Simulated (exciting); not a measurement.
**InF3: the F K edge from the Bethe–Salpeter equation**

Wanted: the near-edge spectrum and the bound core excitons at the F K edge of InF3.

Calculated with exciting sodium; X-ray absorption, core-level Bethe-Salpeter equation, exchange and statically screened direct term, Tamm-Dancoff, all-electron LAPW+lo LDA.

## (1) Set-up

It takes space group R-3c (No. 167, trigonal). Conventional cell: a = 5.410 Å, b = 5.410 Å, c = 14.378 Å, α = 90.00°, β = 90.00°, γ = 120.00°. In has 6 F at 2.05 Å nearest. F has 2 In at 2.05 Å nearest. Farther neighbours and most contacts between anions are not listed.

Structure file:

```xyz
8
Lattice="2.7052 1.5618 4.7925 -2.7052 1.5618 4.7925 0.0000 -3.1236 4.7925" Properties=species:S:1:pos:R:3 pbc="T T T"
In    0.0000    0.0000    0.0000
In    0.0000    0.0000    7.1888
F     1.6458   -0.2730    8.3869
F    -1.0593   -1.2888    8.3869
F    -0.5865    1.5618    8.3869
F    -1.6458    0.2730    5.9906
F     1.0593    1.2888    5.9906
F     0.5865   -1.5618    5.9906
```

Differences between curves are given as r.m.s. difference over r.m.s. height.

## (2) Ground state

The species files are the program's own, with muffin-tin radii set in the input.

input.xml

```
<input>
  <title>InF3</title>
  <structure speciespath="." autormt="false" epslat="1.0e-5">
    <crystal>
      <basevect>5.1119926251 2.9514103182 9.0565124506</basevect>
      <basevect>-5.1119926251 2.9514103182 9.0565124506</basevect>
      <basevect>0.0000000000 -5.9028206364 9.0565124506</basevect>
    </crystal>
    <species speciesfile="In.xml" rmt="2.183">
      <atom coord="0.0000000000 0.0000000000 0.0000000000"/>
      <atom coord="0.5000000000 0.5000000000 0.5000000000"/>
    </species>
    <species speciesfile="F.xml" rmt="1.582">
      <atom coord="0.8584000000 0.2500000000 0.6416000000"/>
      <atom coord="0.2500000000 0.6416000000 0.8584000000"/>
      <atom coord="0.6416000000 0.8584000000 0.2500000000"/>
      <atom coord="0.1416000000 0.7500000000 0.3584000000"/>
      <atom coord="0.7500000000 0.3584000000 0.1416000000"/>
      <atom coord="0.3584000000 0.1416000000 0.7500000000"/>
    </species>
  </structure>
  <groundstate do="fromscratch" xctype="LDA_PW" ngridk="3 3 3" rgkmax="6.5" gmaxvr="14" nempty="8" swidth="0.001" maxscl="100" epsengy="1e-5"/>
</input>
```

Command:

```
$ OMP_NUM_THREADS=1 mpirun -n 4 exciting
```

Numbers of over 12 decimals in the logs are rounded to 6 here.

The log of the run:

```text
EXCITING SODIUM started
********************************************************************************
* Ground-state run starting from atomic densities                              *
********************************************************************************
+ Starting initialization                                                      +
[... lattice and species ...]
 Spin treatment                             :    spin-unpolarised
 Number of Bravais lattice symmetries       :      12
[...]
+ Self-consistent loop stopped                                                 +
 STATE.OUT is written
********************************************************************************
* Groundstate module stopped                                                   *
********************************************************************************
 Total time spent (seconds)                 :        92.62
- CAUTION! Warnings have been written in file WARNING.OUT !                    -
| EXCITING SODIUM stopped                                                      =
[key lines of the parts left out:]
Total energy                               :    -12352.55940508
Fermi energy                               :        -0.00184706
```

It took 94 s on 4 MPI ranks of Arm Neoverse V1, shared host.

The warnings file holds hints only, no warning.

The mesh shows a gap of 4.27 eV. Core levels (Dirac, from the valence top):

| atom | level | energy (eV) |
| --- | --- | --- |
| In | 2s1/2 | -4139.1 |
| In | 2p1/2 | -3861.6 |
| In | 2p3/2 | -3651.0 |
| In | 3s1/2 | -777.8 |
| In | 3p1/2 | -665.6 |
| In | 3p3/2 | -627.6 |
| In | 3d3/2 | -428.4 |
| In | 3d5/2 | -420.6 |
| In | 4s1/2 | -110.7 |
| F | 1s1/2 | -646.9 |

## (3) A richer basis for the empty states

Each species file gets more local orbitals, built from u and its energy derivative at 0.15 Ha and u at 0.9 Ha.

input.xml is that of step 2.

SPECIES.xml, added lines

```
<lo l="L">  <!-- L = 0, 1, 2 -->
  <wf matchingOrder="0" trialEnergy="0.1500" searchE="false"/>
  <wf matchingOrder="1" trialEnergy="0.1500" searchE="false"/>
  <wf matchingOrder="0" trialEnergy="0.9000" searchE="false"/>
</lo>
```

Command:

```
$ OMP_NUM_THREADS=1 mpirun -n 4 exciting
```

The log of the run:

```text
EXCITING SODIUM started
********************************************************************************
* Ground-state run starting from atomic densities                              *
********************************************************************************
+ Starting initialization                                                      +
[... lattice and species ...]
 Spin treatment                             :    spin-unpolarised
 Number of Bravais lattice symmetries       :      12
[...]
+ Self-consistent loop stopped                                                 +
 STATE.OUT is written
********************************************************************************
* Groundstate module stopped                                                   *
********************************************************************************
 Total time spent (seconds)                 :       109.80
- CAUTION! Warnings have been written in file WARNING.OUT !                    -
| EXCITING SODIUM stopped                                                      =
[key lines of the parts left out:]
Total energy                               :    -12352.56229350
Fermi energy                               :        -0.00100139
```

The job ended after 1.9 min (4 MPI ranks).

Against the first ground state the total energy moves by -10 meV an atom and the gap by -0.01 eV.

## (4) Screening, kernels and BSE for F atom 3

The absorber has 2 In at 2.05 Å (bent, 147°, site symmetry 2).

input.xml, as its differences from that of step 3:

```diff
@@ -21,3 +21,20 @@
   </structure>
-  <groundstate do="fromscratch" xctype="LDA_PW" ngridk="3 3 3" rgkmax="6.5" gmaxvr="14" nempty="8" swidth="0.001" maxscl="100" epsengy="1e-5"/>
+  <groundstate do="skip" xctype="LDA_PW" ngridk="3 3 3" rgkmax="6.5" gmaxvr="14" nempty="8" swidth="0.001" maxscl="100" epsengy="1e-5"/>
+  <xs xstype="BSE" ngridk="3 3 3" ngridq="3 3 3" vkloff="0.097 0.273 0.493" rgkmax="6.5" nempty="45" gqmax="3" lmaxapwwf="5" lmaxemat="2" broad="0.01654" tevout="true">
+    <energywindow intv="23.484 25.101" points="439"/>
+    <screening screentype="full" nempty="74"/>
+    <BSE xas="true" xasspecies="2" xasatom="1" xasedge="K" bsetype="singlet" nstlxas="1 41"/>
+    <qpointset>
+      <qpoint>0 0 0</qpoint>
+    </qpointset>
+    <plan>
+      <doonly task="xsgeneigvec"/>
+      <doonly task="writepmatxs"/>
+      <doonly task="scrgeneigvec"/>
+      <doonly task="scrwritepmat"/>
+      <doonly task="screen"/>
+      <doonly task="scrcoulint"/>
+      <doonly task="exccoulint"/>
+    </plan>
+  </xs>
 </input>
```

input.xml for the last start (plan only)

```
  <plan>
    <doonly task="bse"/>
  </plan>
```

Command:

```
$ OMP_NUM_THREADS=1 mpirun -n 4 exciting
$ OMP_NUM_THREADS=4 exciting
```

The log of the run:

```text
| EXCITING SODIUM started for task xsgeneigvec ( 301)                          =
One-shot GS runs for BSE calculations
One-shot GS runs for k+qmt/2 grids
Info(xsgeneigvec): Generating eigenvectors for Q-point      1
Info(xsgeneigvec): Generation of eigenvectors finished
| EXCITING SODIUM started for task writepmatxs ( 320)                          =
Info(writepmatxs): Momentum matrix elements finished
| EXCITING SODIUM started for task scrgeneigvec ( 401)                         =
One-shot GS runs for BSE calculations
One-shot GS runs for k+qmt/2 grids
[...]
Info(setup_bse_block): Setting up RR part of hamiltonian
Info(setup_bse_block): Singlet spin state
Info(bse): Diagonalizing RR Hamiltonian (TDA)
Info(bse): Invoking Lapack routine ZHEEVR
      2214 eigen solutions found in the interval:
         i1=       1 i2=    2214
Info(bse): Writing excition energies and oscillator strengths to text file.
Info(makespectrum_dist): Making spectrum using formula for coupling with time reversed AR basis.
Info(makespectrum_dist): Using formalism for vanishing momentum transfer.
Info(writederived): Writing quantities derived from the macroscopic dielectric function.
Info(bselauncher): Spectrum finished for iqmt=  1
Info(bselauncher): All done for BSE type singlet
```

Wall time 18 min (4 MPI ranks).

Wall time by task: xsgeneigvec 25 s, writepmatxs 8.4 s, scrgeneigvec 23 s, scrwritepmat 7.4 s, screen 4.5 min, scrcoulint 4.8 min, exccoulint 7.3 min, bse 8 s.

The F K spectrum of F atom 3 (energy from the Kohn–Sham onset, core level to the lowest empty state found on the meshes used, 651.04 eV; the ground-state mesh sets it, and the shifted mesh has its lowest transition 0.30 eV above it; Im ε scaled to the maximum of the singlet run; cut below the end of the band set):

| E (eV) | isotropic | ε ⊥ c | ε ∥ c |
| --- | --- | --- | --- |
| -4.5 | 0.02 | 0.02 | 0.02 |
| -4.0 | 0.03 | 0.03 | 0.03 |
| -3.5 | 0.03 | 0.04 | 0.03 |
| -3.0 | 0.05 | 0.05 | 0.04 |
| -2.5 | 0.07 | 0.07 | 0.06 |
| -2.0 | 0.12 | 0.13 | 0.10 |
| -1.5 | 0.25 | 0.28 | 0.19 |
| -1.0 | 0.48 | 0.49 | 0.48 |
| -0.5 | 0.84 | 0.81 | 0.90 |
| 0.0 | 0.56 | 0.55 | 0.60 |
| 0.5 | 0.43 | 0.41 | 0.47 |
| 1.0 | 0.37 | 0.36 | 0.38 |
| 1.5 | 0.30 | 0.30 | 0.31 |
| 2.0 | 0.28 | 0.27 | 0.30 |
| 2.5 | 0.30 | 0.30 | 0.31 |
| 3.0 | 0.38 | 0.38 | 0.38 |
| 3.5 | 0.66 | 0.68 | 0.64 |
| 4.0 | 0.98 | 0.97 | 1.01 |
| 4.5 | 0.67 | 0.67 | 0.68 |
| 5.0 | 0.64 | 0.66 | 0.59 |
| 5.5 | 0.51 | 0.52 | 0.49 |
| 6.0 | 0.46 | 0.45 | 0.47 |
| 6.5 | 0.49 | 0.48 | 0.50 |
| 7.0 | 0.50 | 0.50 | 0.50 |
| 7.5 | 0.38 | 0.38 | 0.39 |
| 8.0 | 0.32 | 0.31 | 0.34 |
| 8.5 | 0.30 | 0.29 | 0.33 |
| 9.0 | 0.29 | 0.27 | 0.33 |
| 9.5 | 0.24 | 0.23 | 0.25 |
| 10.0 | 0.19 | 0.18 | 0.19 |
| 10.5 | 0.16 | 0.16 | 0.17 |
| 11.0 | 0.15 | 0.15 | 0.16 |
| 11.5 | 0.15 | 0.15 | 0.14 |
| 12.0 | 0.15 | 0.15 | 0.13 |
| 12.5 | 0.15 | 0.16 | 0.13 |
| 13.0 | 0.15 | 0.16 | 0.13 |
| 13.5 | 0.18 | 0.20 | 0.13 |
| 14.0 | 0.21 | 0.24 | 0.14 |
| 14.5 | 0.19 | 0.22 | 0.14 |
| 15.0 | 0.16 | 0.18 | 0.12 |
| 15.5 | 0.13 | 0.14 | 0.12 |
| 16.0 | 0.12 | 0.12 | 0.12 |
| 16.5 | 0.11 | 0.10 | 0.13 |
| 17.0 | 0.12 | 0.10 | 0.15 |
| 17.5 | 0.14 | 0.12 | 0.17 |
| 18.0 | 0.16 | 0.14 | 0.18 |
| 18.5 | 0.15 | 0.15 | 0.17 |
| 19.0 | 0.16 | 0.15 | 0.17 |
| 19.5 | 0.16 | 0.15 | 0.17 |
| 20.0 | 0.16 | 0.15 | 0.18 |
| 20.5 | 0.16 | 0.15 | 0.18 |
| 21.0 | 0.16 | 0.15 | 0.18 |
| 21.5 | 0.16 | 0.15 | 0.18 |
| 22.0 | 0.16 | 0.15 | 0.18 |
| 22.5 | 0.15 | 0.15 | 0.16 |

Maxima (height): -0.5 eV (0.84), 3.9 eV (1.00), 6.9 eV (0.51), 14.0 eV (0.21) and 21.1 eV (0.16).

The Hamiltonian has 2214 rows. The lowest groups of eigenvalues and the brightest ones, on the scale above (the program counts from the shifted mesh's onset, 0.30 eV higher). Core spinors bring spin-forbidden partners, so dark means forbidden by spin or by symmetry, and the shifted mesh splits states that symmetry would keep together:

| energy (eV) | states within 10 meV | relative strength |
| --- | --- | --- |
| -1.343 | 2 | 0.19 |
| -0.630 | 1 | dark |
| -0.608 | 1 | 1.00 |
| -0.407 | 1 | dark |
| -0.395 | 1 | 0.56 |
| -0.177 | 2 | 0.055 |
| 0.724 | 2 | 0.20 |
| 3.789 | 1 | 0.46 |
| 3.931 | 2 | 0.27 |
| 3.970 | 1 | 0.72 |

## (5) Independent particles

input.xml, as its differences from that of step 4:

```diff
@@ -25,3 +25,3 @@
     <screening screentype="full" nempty="74"/>
-    <BSE xas="true" xasspecies="2" xasatom="1" xasedge="K" bsetype="singlet" nstlxas="1 41"/>
+    <BSE xas="true" xasspecies="2" xasatom="1" xasedge="K" bsetype="IP" nstlxas="1 41"/>
     <qpointset>
@@ -30,9 +30,3 @@
     <plan>
-      <doonly task="xsgeneigvec"/>
-      <doonly task="writepmatxs"/>
-      <doonly task="scrgeneigvec"/>
-      <doonly task="scrwritepmat"/>
-      <doonly task="screen"/>
-      <doonly task="scrcoulint"/>
-      <doonly task="exccoulint"/>
+      <doonly task="bse"/>
     </plan>
```

Command:

```
$ OMP_NUM_THREADS=4 exciting
```

The log of the run:

```text
| EXCITING SODIUM started for task bse ( 445)                                  =
Info(bselauncher): Init time:    0.759188
Info(bselauncher): Setting up and diagonalizing BSE Hamiltonian.
Info(bselauncher): Using momentum transfer vectors from list :   1 to  1
Info(bselauncher): Distributing qmt-points over   1 processes.
Info(bselauncher): BSE type: IP
Info(bselauncher): Momentum transfer list index: iqmt=  1
Info(bselauncher): Momentum transfer: vqmtl=   0.000   0.000   0.000
Info(bse): Inspecting occupations...
Info(setranges_modxs): Number of non-reduced k-points:       27
[...]
highest unoccupied state:  81
  Opening gap with a scissor of:      0.000/H      0.000/eV
Info(select_transitions): Number of participating transitions:    2214
Info(bse): Selecting transitions...
Info(bse):bsegap (eV):   651.346511
Info(bse): IP requested, nothing much to do
Info(bse): Writing excition energies and oscillator strengths to text file.
Info(makespectrum_dist): Making spectrum using formula for coupling with time reversed AR basis.
Info(makespectrum_dist): Using formalism for vanishing momentum transfer.
Info(writederived): Writing quantities derived from the macroscopic dielectric function.
Info(bselauncher): Spectrum finished for iqmt=  1
Info(bselauncher): All done for BSE type IP
```

The job ended after 1.5 s (4 threads).

Maxima (height): 3.5 eV (0.31), 6.8 eV (0.45), 9.7 eV (0.73) and 16.3 eV (0.28). The spectrum differs from the singlet run by 77 % r.m.s. Moving the earlier curve by +4.6 eV leaves 40 %. The highest maximum lies at 9.7 eV (0.73), against 3.9 eV (1.00).

## (6) Exchange alone

input.xml, as its differences from that of step 5:

```diff
@@ -25,3 +25,3 @@
     <screening screentype="full" nempty="74"/>
-    <BSE xas="true" xasspecies="2" xasatom="1" xasedge="K" bsetype="IP" nstlxas="1 41"/>
+    <BSE xas="true" xasspecies="2" xasatom="1" xasedge="K" bsetype="RPA" nstlxas="1 41"/>
     <qpointset>
```

Command:

```
$ OMP_NUM_THREADS=4 exciting
```

The log of the run:

```text
| EXCITING SODIUM started for task bse ( 445)                                  =
Info(bselauncher): Init time:    0.764123
Info(bselauncher): Setting up and diagonalizing BSE Hamiltonian.
Info(bselauncher): Using momentum transfer vectors from list :   1 to  1
Info(bselauncher): Distributing qmt-points over   1 processes.
Info(bselauncher): BSE type: RPA
Info(bselauncher): Momentum transfer list index: iqmt=  1
Info(bselauncher): Momentum transfer: vqmtl=   0.000   0.000   0.000
Info(bse): Inspecting occupations...
Info(setranges_modxs): Number of non-reduced k-points:       27
[...]
Info(setup_bse_block): Setting up RR part of hamiltonian
Info(setup_bse_block): Using RPA approximation
Info(bse): Diagonalizing RR Hamiltonian (TDA)
Info(bse): Invoking Lapack routine ZHEEVR
      2214 eigen solutions found in the interval:
         i1=       1 i2=    2214
Info(bse): Writing excition energies and oscillator strengths to text file.
Info(makespectrum_dist): Making spectrum using formula for coupling with time reversed AR basis.
Info(makespectrum_dist): Using formalism for vanishing momentum transfer.
Info(writederived): Writing quantities derived from the macroscopic dielectric function.
Info(bselauncher): Spectrum finished for iqmt=  1
Info(bselauncher): All done for BSE type RPA
```

It took 9 s on 4 threads.

Maxima (height): 3.5 eV (0.31), 6.8 eV (0.44), 9.8 eV (0.73) and 16.3 eV (0.28). Against the independent-particle run the r.m.s. difference is 2 %.

## (7) Broadening

Changed against the first singlet run: half width (eV) from 0.45 to 1.35.

input.xml, as its differences from that of step 6:

```diff
@@ -22,6 +22,6 @@
   <groundstate do="skip" xctype="LDA_PW" ngridk="3 3 3" rgkmax="6.5" gmaxvr="14" nempty="8" swidth="0.001" maxscl="100" epsengy="1e-5"/>
-  <xs xstype="BSE" ngridk="3 3 3" ngridq="3 3 3" vkloff="0.097 0.273 0.493" rgkmax="6.5" nempty="45" gqmax="3" lmaxapwwf="5" lmaxemat="2" broad="0.01654" tevout="true">
+  <xs xstype="BSE" ngridk="3 3 3" ngridq="3 3 3" vkloff="0.097 0.273 0.493" rgkmax="6.5" nempty="45" gqmax="3" lmaxapwwf="5" lmaxemat="2" broad="0.04961" tevout="true">
     <energywindow intv="23.484 25.101" points="439"/>
     <screening screentype="full" nempty="74"/>
-    <BSE xas="true" xasspecies="2" xasatom="1" xasedge="K" bsetype="RPA" nstlxas="1 41"/>
+    <BSE xas="true" xasspecies="2" xasatom="1" xasedge="K" bsetype="singlet" nstlxas="1 41"/>
     <qpointset>
```

Command:

```
$ OMP_NUM_THREADS=4 exciting
```

The log of the run:

```text
| EXCITING SODIUM started for task bse ( 445)                                  =
Info(bselauncher): Init time:    0.772598
Info(bselauncher): Setting up and diagonalizing BSE Hamiltonian.
Info(bselauncher): Using momentum transfer vectors from list :   1 to  1
Info(bselauncher): Distributing qmt-points over   1 processes.
Info(bselauncher): BSE type: singlet
Info(bselauncher): Momentum transfer list index: iqmt=  1
Info(bselauncher): Momentum transfer: vqmtl=   0.000   0.000   0.000
Info(bse): Inspecting occupations...
[...]
Info(setup_bse_block): Setting up RR part of hamiltonian
Info(setup_bse_block): Singlet spin state
Info(bse): Diagonalizing RR Hamiltonian (TDA)
Info(bse): Invoking Lapack routine ZHEEVR
      2214 eigen solutions found in the interval:
         i1=       1 i2=    2214
Info(bse): Writing excition energies and oscillator strengths to text file.
Info(makespectrum_dist): Making spectrum using formula for coupling with time reversed AR basis.
Info(makespectrum_dist): Using formalism for vanishing momentum transfer.
Info(writederived): Writing quantities derived from the macroscopic dielectric function.
Info(bselauncher): Spectrum finished for iqmt=  1
Info(bselauncher): All done for BSE type singlet
```

Wall time 9 s (4 threads).

The spectrum differs from the singlet run by 28 % r.m.s. The highest maximum lies at 4.2 eV (0.56), against 3.9 eV (1.00). Only the width of each line changes; the area stays. A table step wider than the lines misses their tops.

| E (eV) | first run | this run |
| --- | --- | --- |
| -10.0 | 0.01 | 0.02 |
| -9.0 | 0.01 | 0.02 |
| -8.0 | 0.01 | 0.02 |
| -7.0 | 0.01 | 0.03 |
| -6.0 | 0.01 | 0.04 |
| -5.0 | 0.02 | 0.05 |
| -4.0 | 0.03 | 0.07 |
| -3.0 | 0.05 | 0.12 |
| -2.0 | 0.12 | 0.21 |
| -1.0 | 0.48 | 0.37 |
| 0.0 | 0.56 | 0.43 |
| 1.0 | 0.37 | 0.38 |
| 2.0 | 0.28 | 0.36 |
| 3.0 | 0.38 | 0.45 |
| 4.0 | 0.98 | 0.56 |
| 5.0 | 0.64 | 0.52 |
| 6.0 | 0.46 | 0.46 |
| 7.0 | 0.50 | 0.40 |
| 8.0 | 0.32 | 0.33 |
| 9.0 | 0.29 | 0.28 |
| 10.0 | 0.19 | 0.22 |
| 11.0 | 0.15 | 0.19 |
| 12.0 | 0.15 | 0.17 |
| 13.0 | 0.15 | 0.17 |
| 14.0 | 0.21 | 0.17 |
| 15.0 | 0.16 | 0.16 |
| 16.0 | 0.12 | 0.14 |
| 17.0 | 0.12 | 0.14 |
| 18.0 | 0.16 | 0.15 |
| 19.0 | 0.16 | 0.15 |
| 20.0 | 0.16 | 0.15 |
| 21.0 | 0.16 | 0.15 |
| 22.0 | 0.16 | 0.14 |

[end of part 1 of 2]

[Banner, clock and machine lines of the logs are left out without a mark of their own.]

[Logs are printed without paths, hosts, clocks, repeated set-up lines and the standing remarks that a program may print on its own settings, such as how far it seeks lower states.]

[Hosts, paths, dates, database ids (printed as entryN), source tags and the programs' standing remarks are cut or masked in the printed files.]
